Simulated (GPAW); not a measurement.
The Cu K edge of atom 5 in CuSe2 (Pnnm), with 6 Se at 2.56 Å (octahedral, site symmetry 2/m), was computed in 2 ways: excited-electron core hole (neutral cell) and no core hole. Program and functional: GPAW, LDA, Gaussian full width 1.55 eV up to 4 eV, rising linearly to 3.5 eV at 25 eV; cells of 6 and 24 atoms (the run without a hole in the smaller).

Each run is counted from its own lowest empty level or Fermi level and scaled to a mean of 1 over its first 20 eV.

| E (eV) | run 1 | run 2 |
| --- | --- | --- |
| -2.0 | 0.00 | 0.00 |
| -1.5 | 0.00 | 0.00 |
| -1.0 | 0.01 | 0.01 |
| -0.5 | 0.03 | 0.03 |
| 0.0 | 0.06 | 0.06 |
| 0.5 | 0.09 | 0.09 |
| 1.0 | 0.10 | 0.12 |
| 1.5 | 0.12 | 0.14 |
| 2.0 | 0.12 | 0.13 |
| 2.5 | 0.08 | 0.10 |
| 3.0 | 0.06 | 0.09 |
| 3.5 | 0.10 | 0.17 |
| 4.0 | 0.19 | 0.37 |
| 4.5 | 0.36 | 0.71 |
| 5.0 | 0.61 | 1.18 |
| 5.5 | 0.94 | 1.69 |
| 6.0 | 1.32 | 2.10 |
| 6.5 | 1.67 | 2.26 |
| 7.0 | 1.91 | 2.16 |
| 7.5 | 1.93 | 1.87 |
| 8.0 | 1.77 | 1.55 |
| 8.5 | 1.55 | 1.31 |
| 9.0 | 1.37 | 1.18 |
| 9.5 | 1.28 | 1.13 |
| 10.0 | 1.25 | 1.14 |
| 10.5 | 1.27 | 1.17 |
| 11.0 | 1.31 | 1.20 |
| 11.5 | 1.34 | 1.22 |
| 12.0 | 1.36 | 1.23 |
| 12.5 | 1.37 | 1.22 |
| 13.0 | 1.36 | 1.19 |
| 13.5 | 1.34 | 1.14 |
| 14.0 | 1.29 | 1.09 |
| 14.5 | 1.23 | 1.04 |
| 15.0 | 1.17 | 1.00 |
| 15.5 | 1.13 | 0.96 |
| 16.0 | 1.10 | 0.94 |
| 16.5 | 1.08 | 0.93 |
| 17.0 | 1.06 | 0.91 |
| 17.5 | 1.03 | 0.91 |
| 18.0 | 1.01 | 0.90 |
| 18.5 | 1.00 | 0.90 |
| 19.0 | 1.00 | 0.91 |
| 19.5 | 1.01 | 0.93 |
| 20.0 | 1.03 | 0.95 |
| 20.5 | 1.05 | 0.97 |
| 21.0 | 1.07 | 0.98 |
| 21.5 | 1.08 | 1.00 |
| 22.0 | 1.09 | 1.00 |
| 22.5 | 1.10 | 1.00 |
| 23.0 | 1.09 | 1.00 |
| 23.5 | 1.09 | 0.99 |
| 24.0 | 1.08 | 0.98 |
| 24.5 | 1.07 | 0.98 |
| 25.0 | 1.07 | 0.98 |
| 25.5 | 1.07 | 0.99 |
| 26.0 | 1.08 | 1.00 |
| 26.5 | 1.10 | 1.01 |
| 27.0 | 1.11 | 1.02 |
| 27.5 | 1.12 | 1.02 |
| 28.0 | 1.12 | 1.01 |
| 28.5 | 1.12 | 1.01 |
| 29.0 | 1.11 | 1.00 |
| 29.5 | 1.09 | 0.98 |
| 30.0 | 1.07 | 0.97 |
| 30.5 | 1.05 | 0.95 |
| 31.0 | 1.03 | 0.93 |
| 31.5 | 1.01 | 0.91 |

Q: Which run is which?

Run 1: no core hole (area from −2 to 6 eV 1.8, main maxima 1.6 eV (0.12), 7.2 eV (1.94), 12.6 eV (1.37) and 28.0 eV (1.12)). Run 2: excited-electron core hole (neutral cell) (area from −2 to 6 eV 3.0, main maxima 1.6 eV (0.14), 6.6 eV (2.27), 12.0 eV (1.23) and 27.4 eV (1.02)). With each curve scaled to its own mean, the area from −2 to 6 eV with the hole is 3.0 against 1.8, and the centre of weight from −1 to 20 eV moves by -0.7 eV: the hole pulls the absorber's empty states down.

[Hosts, paths, dates, database ids (printed as entryN), source tags and the programs' standing remarks are cut or masked in the printed files.]

[Lists of maxima count a maximum above −3 eV only where it reaches 4 % of the highest in the window and stands out from its surroundings by 2 % of it (1.5 % where it reaches 55 %); shoulders and weaker maxima are passed over, and of the rest the first, up to two pre-edge ones and the few strongest are named.]
